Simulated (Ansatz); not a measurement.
**Phonons of TaRu (Pm-3m) against volume**

Wanted: mode Grüneisen parameters of TaRu (Pm-3m).

Main program and level: Ansatz 0.2.0; DFT PBEsol, scalar-relativistic, plane waves, PAW; PAW set soft_1.

Report form: inputs, costs, results and the conclusion, without the logs.

## 1. The structure

It takes space group Pm-3m (No. 221, cubic). The conventional cell has a = 3.139 Å, b = 3.139 Å, c = 3.139 Å, α = 90.00°, β = 90.00°, γ = 90.00°. Nearest to Ta lie 8 Ru at 2.72 Å. Nearest to Ru lie 8 Ta at 2.72 Å. Farther neighbours, and contacts between anions beyond the nearest, are not listed.

## 2. Response at finite wavevector

Stability and thermal properties need the whole zone. Linear response on a 4×4×4 q mesh gives force constants as far as a supercell of that size would.

Contents of input.yaml:

```yaml
crystal:
  lattice:
    - [3.1394054961, 0.0, 0.0]
    - [0.0, 3.1394054961, 0.0]
    - [0.0, 0.0, 3.1394054961]
  atoms:
    - { symbol: Ta, position: [0.5, 0.5, 0.5] }
    - { symbol: Ru, position: [0.0, 0.0, 0.0] }
kpoints:
  mp_grid: { grid: [16, 16, 16] }
hamiltonian:
  xc: pbesol
  pseudopotentials: { kind: paw, azcp: { folder: soft_1 }, xc_functional: pbe }
scf:
  occupations: { method: methfessel_paxton, width: 0.2 }
output:
  eigenvalues: true
phonons:
  method: dfpt
  qmesh: [4, 4, 4]
  temperatures: { t_max: 1000, t_step: 50 }
  qpath:
    path:
      - [[0.0, 0.0, 0.0], [0.0, 0.5, 0.0], [0.5, 0.5, 0.0], [0.0, 0.0, 0.0], [0.5, 0.5, 0.5], [0.0, 0.5, 0.0]]
      - [[0.5, 0.5, 0.5], [0.5, 0.5, 0.0]]
    npoints: 10
```

Started as:

```
$ ansatz run input.yaml --threads 4 --pin off --max-ram 10240MiB --backend cpu --events-out ev --progress --plain --runs-dir out
```

Run time: 6.4 min. Hardware: 4 threads of Intel Xeon Platinum 8488C (Sapphire Rapids), shared host; peak memory 3.4 GiB; 24 min of CPU time.

This step gave:

* volume per atom: 15.47 Å³
* gap on the k-mesh: 0 eV
* sum-rule residual before enforcement: 1.87e-5 eV/Å²
* lowest frequency on the path: -142.4 cm⁻¹
* point group: m-3m
* highest frequency on path, mesh or solved points: 175.2 cm⁻¹
* highest optical mode at the zone centre (no LO-TO term): 143.4 cm⁻¹
* lowest optical zone-centre mode: 143.4 cm⁻¹
* lowest mode on the q mesh (acoustic modes at Γ apart): -142.4 cm⁻¹

Frequencies (cm⁻¹) solved at each irreducible wavevector; negative means imaginary. Frequencies by wavevector, by row:

| q in reciprocal lattice units | star | mode 1 | mode 2 | mode 3 | mode 4 | mode 5 | mode 6 |
| --- | --- | --- | --- | --- | --- | --- | --- |
| 0 0 0 | 1 | 0 | 0 | 0 | 143.4 | 143.4 | 143.4 |
| 0 0 0.25 | 6 | 57.1 | 57.1 | 85.2 | 114.6 | 134.1 | 134.1 |
| 0 0 -0.5 | 3 | -50.8 | -50.8 | 103.4 | 103.4 | 110.5 | 123.3 |
| 0 0.25 0.25 | 12 | -104.9 | -54.6 | 72.1 | 112.8 | 140.4 | 164.3 |
| 0 0.25 -0.5 | 12 | -120.3 | -68.5 | -25.5 | 104.6 | 167.7 | 173.8 |
| 0 -0.5 -0.5 | 3 | -105.6 | -105.6 | -28.9 | 99.7 | 172.6 | 172.6 |
| 0.25 0.25 0.25 | 8 | -142.4 | -52.4 | -52.4 | 146.5 | 146.5 | 147.2 |
| 0.25 0.25 -0.5 | 12 | -107.9 | -37.7 | 25.1 | 123.1 | 156.9 | 167.8 |
| 0.25 -0.5 -0.5 | 6 | -45.1 | -43.6 | -43.6 | 115.3 | 156.7 | 156.7 |
| -0.5 -0.5 -0.5 | 1 | 72.2 | 72.2 | 72.2 | 121.3 | 121.3 | 121.3 |

Symmetry leaves 10 wavevectors to solve. The lowest mode among them, the acoustic zeros apart, lies at q = (0.25, 0.25, 0.25) and is imaginary, 142.4i cm⁻¹, so the energy falls along it.

## 3. Relaxing at another volume, volume ratio 0.97

The volume is scaled by 0.97 and held; symmetry leaves nothing to relax, so this is a single point. The modes can then be followed against volume.

input.yaml, the sections that differ from step 2:

```yaml
crystal:
  lattice:
    - [3.1076921613, 0.0, 0.0]
    - [0.0, 3.1076921613, 0.0]
    - [0.0, 0.0, 3.1076921613]
  atoms:
    - { symbol: Ta, position: [0.5, 0.5, 0.5] }
    - { symbol: Ru, position: [0.0, 0.0, 0.0] }
output:
  forces: true
  stress: true
  eigenvalues: true
# kpoints, hamiltonian, scf: as in step 2
# phonons: removed
```

Run time: 1.2 s. Hardware: 4 threads; peak memory 0.46 GiB; 3.9 s of CPU time.

Read from the output:

- pressure: 8.839 GPa
- volume per atom: 15.01 Å³

The run ends at a pressure of 8.84 GPa.

## 4. Phonons at the other volume, volume ratio 0.97

The phonons are repeated at this volume on the same meshes, so that differences come from the volume alone.

input.yaml, as its differences from that of step 3:

```diff
@@ -16,4 +16,11 @@
 output:
-  forces: true
-  stress: true
   eigenvalues: true
+phonons:
+  method: dfpt
+  qmesh: [4, 4, 4]
+  temperatures: { t_max: 1000, t_step: 50 }
+  qpath:
+    path:
+      - [[0.0, 0.0, 0.0], [0.0, 0.5, 0.0], [0.5, 0.5, 0.0], [0.0, 0.0, 0.0], [0.5, 0.5, 0.5], [0.0, 0.5, 0.0]]
+      - [[0.5, 0.5, 0.5], [0.5, 0.5, 0.0]]
+    npoints: 10
```

Elapsed: 6.2 min, on 4 threads; peak memory 3.3 GiB.

Numbers from this step:

| Quantity | Value |
| --- | --- |
| sum-rule residual before enforcement | 1.28e-4 eV/Å² |
| lowest frequency on the path | -140.4 cm⁻¹ |
| highest frequency on path, mesh or solved points | 191.9 cm⁻¹ |
| highest optical mode at the zone centre (no LO-TO term) | 158.2 cm⁻¹ |
| lowest optical zone-centre mode | 158.2 cm⁻¹ |
| lowest mode on the q mesh (acoustic modes at Γ apart) | -140.3 cm⁻¹ |

Frequencies (cm⁻¹) solved at each irreducible wavevector; negative means imaginary. Frequencies by wavevector, by row:

| q in reciprocal lattice units | star | mode 1 | mode 2 | mode 3 | mode 4 | mode 5 | mode 6 |
| --- | --- | --- | --- | --- | --- | --- | --- |
| 0 0 0 | 1 | 0 | 0 | 0 | 158.2 | 158.2 | 158.2 |
| 0 0 0.25 | 6 | 61.8 | 61.8 | 96.5 | 130.7 | 147.8 | 147.8 |
| 0 0 -0.5 | 3 | -15.5 | -15.5 | 110.1 | 110.1 | 128.9 | 134.1 |
| 0 0.25 0.25 | 12 | -99.2 | -52.1 | 79 | 126.5 | 151.3 | 181.8 |
| 0 0.25 -0.5 | 12 | -118.5 | -67.5 | 46.6 | 111.4 | 182.1 | 190.2 |
| 0 -0.5 -0.5 | 3 | -105.3 | -105.3 | 49.9 | 107.4 | 189.8 | 189.8 |
| 0.25 0.25 0.25 | 8 | -140.3 | -41.8 | -41.8 | 160.3 | 161.6 | 161.6 |
| 0.25 0.25 -0.5 | 12 | -102.5 | -32.5 | 63.5 | 131.2 | 171.2 | 185.7 |
| 0.25 -0.5 -0.5 | 6 | -24.6 | -24.6 | 42.4 | 123.9 | 172.9 | 172.9 |
| -0.5 -0.5 -0.5 | 1 | 97.6 | 97.6 | 97.6 | 130.8 | 130.8 | 130.8 |

The highest optical mode at the zone centre (no LO-TO term) is 158.2 cm⁻¹, +14.8 cm⁻¹ against the base run.

## 5. Relaxing at another volume, volume ratio 1.03

The volume is scaled by 1.03 and held; symmetry leaves nothing to relax, so this is a single point. The modes can then be followed against volume.

input.yaml, the sections that differ from step 4:

```yaml
crystal:
  lattice:
    - [3.1704907405, 0.0, 0.0]
    - [0.0, 3.1704907405, 0.0]
    - [0.0, 0.0, 3.1704907405]
  atoms:
    - { symbol: Ta, position: [0.5, 0.5, 0.5] }
    - { symbol: Ru, position: [0.0, 0.0, 0.0] }
output:
  forces: true
  stress: true
  eigenvalues: true
# kpoints, hamiltonian, scf: as in step 4
# phonons: removed
```

It took 1.2 s on 4 threads; peak memory 0.46 GiB; 4 s of CPU time.

Numbers from this step:

```yaml
pressure: -7.536 GPa
volume_per_atom: 15.93 Å³
```

The run ends at a pressure of -7.54 GPa.

## 6. Phonons at the other volume, volume ratio 1.03

input.yaml, as its differences from that of step 5:

```diff
@@ -16,4 +16,11 @@
 output:
-  forces: true
-  stress: true
   eigenvalues: true
+phonons:
+  method: dfpt
+  qmesh: [4, 4, 4]
+  temperatures: { t_max: 1000, t_step: 50 }
+  qpath:
+    path:
+      - [[0.0, 0.0, 0.0], [0.0, 0.5, 0.0], [0.5, 0.5, 0.0], [0.0, 0.0, 0.0], [0.5, 0.5, 0.5], [0.0, 0.5, 0.0]]
+      - [[0.5, 0.5, 0.5], [0.5, 0.5, 0.0]]
+    npoints: 10
```

It took 6.5 min on 4 threads; peak memory 3.4 GiB.

This step gave:

```
sum-rule residual before enforcement                    : 5.17e-5 eV/Å²
lowest frequency on the path                            : -144.0 cm⁻¹
highest frequency on path, mesh or solved points        : 159.1 cm⁻¹
highest optical mode at the zone centre (no LO-TO term) : 128.8 cm⁻¹
lowest optical zone-centre mode                         : 128.8 cm⁻¹
lowest mode on the q mesh (acoustic modes at Γ apart)   : -143.9 cm⁻¹
```

The highest optical mode at the zone centre (no LO-TO term) is 128.8 cm⁻¹, -14.6 cm⁻¹ against the base run.

## 7. Grüneisen parameters

The Grüneisen parameter of a mode is minus the logarithmic change of its frequency with volume, −d ln ω / d ln V; weighted by heat capacity it gives the expansion.

This step gave:

```
bulk modulus : 272.8 GPa
```

The phonon branches at the labelled points (cm⁻¹):

| point | branch 1 | branch 2 | branch 3 | branch 4 | branch 5 | branch 6 |
| --- | --- | --- | --- | --- | --- | --- |
| Γ | 0 | 0 | 0 | 143 | 143 | 143 |
| halfway | 57 | 57 | 85 | 115 | 134 | 134 |
| X | -51 | -51 | 103 | 103 | 110 | 123 |
| halfway | -120 | -68 | -26 | 105 | 168 | 174 |
| M | -106 | -106 | -29 | 100 | 173 | 173 |
| halfway | -105 | -55 | 72 | 113 | 140 | 164 |
| Γ | 0 | 0 | 0 | 143 | 143 | 143 |
| halfway | -142 | -52 | -52 | 146 | 146 | 147 |
| R | 72 | 72 | 72 | 121 | 121 | 121 |
| halfway | -108 | -38 | 25 | 123 | 157 | 168 |
| X | -51 | -51 | 103 | 103 | 110 | 123 |
| jump to R | 72 | 72 | 72 | 121 | 121 | 121 |
| halfway | -45 | -44 | -44 | 115 | 157 | 157 |
| M | -106 | -106 | -29 | 100 | 173 | 173 |

The same for volume x 0.97:

| point | branch 1 | branch 2 | branch 3 | branch 4 | branch 5 | branch 6 |
| --- | --- | --- | --- | --- | --- | --- |
| Γ | 0 | 0 | 0 | 158 | 158 | 158 |
| X | -16 | -16 | 110 | 110 | 129 | 134 |
| M | -105 | -105 | 50 | 107 | 190 | 190 |
| Γ | 0 | 0 | 0 | 158 | 158 | 158 |
| R | 98 | 98 | 98 | 131 | 131 | 131 |
| X | -16 | -16 | 110 | 110 | 129 | 134 |
| R | 98 | 98 | 98 | 131 | 131 | 131 |
| M | -105 | -105 | 50 | 107 | 190 | 190 |

The same for volume x 1.03:

| point | branch 1 | branch 2 | branch 3 | branch 4 | branch 5 | branch 6 |
| --- | --- | --- | --- | --- | --- | --- |
| Γ | 0 | 0 | 0 | 129 | 129 | 129 |
| X | -67 | -67 | 92 | 97 | 97 | 113 |
| M | -106 | -106 | -61 | 92 | 156 | 156 |
| Γ | 0 | 0 | 0 | 129 | 129 | 129 |
| R | 40 | 40 | 40 | 112 | 112 | 112 |
| X | -67 | -67 | 92 | 97 | 97 | 113 |
| R | 40 | 40 | 40 | 112 | 112 | 112 |
| M | -106 | -106 | -61 | 92 | 156 | 156 |

## 8. Summary of results

| Quantity | Value |
| --- | --- |
| bulk modulus | 273 GPa |

No expansion is given, because modes are imaginary at one volume or more. The highest optical mode at Γ goes from 158 to 129 cm⁻¹ as the cell grows, a Grüneisen parameter of 3.43. Branches are matched by rank, so values near crossings are rough. With no gap, or one that is small against the smearing, the frequencies hang on the k mesh and the smearing, most of all near Kohn anomalies. The phonon runs are without spin polarisation, although the cell has an odd electron count. Spin-orbit coupling is left out, which can matter for the heavy elements here. The PAW files were made for PBE and serve the other functionals too.

[Long decimals in the printed logs are rounded to 6 places.]

[Logs are printed without paths, hosts, clocks, repeated set-up lines and the standing remarks that a program may print on its own settings, such as how far it seeks lower states.]

[Hosts, paths, dates, database ids (printed as entryN), source tags and the programs' standing remarks are cut or masked in the printed files.]

[Where the starting crystal was built by hand or by swapping elements, it need not be the compound's stable phase.]
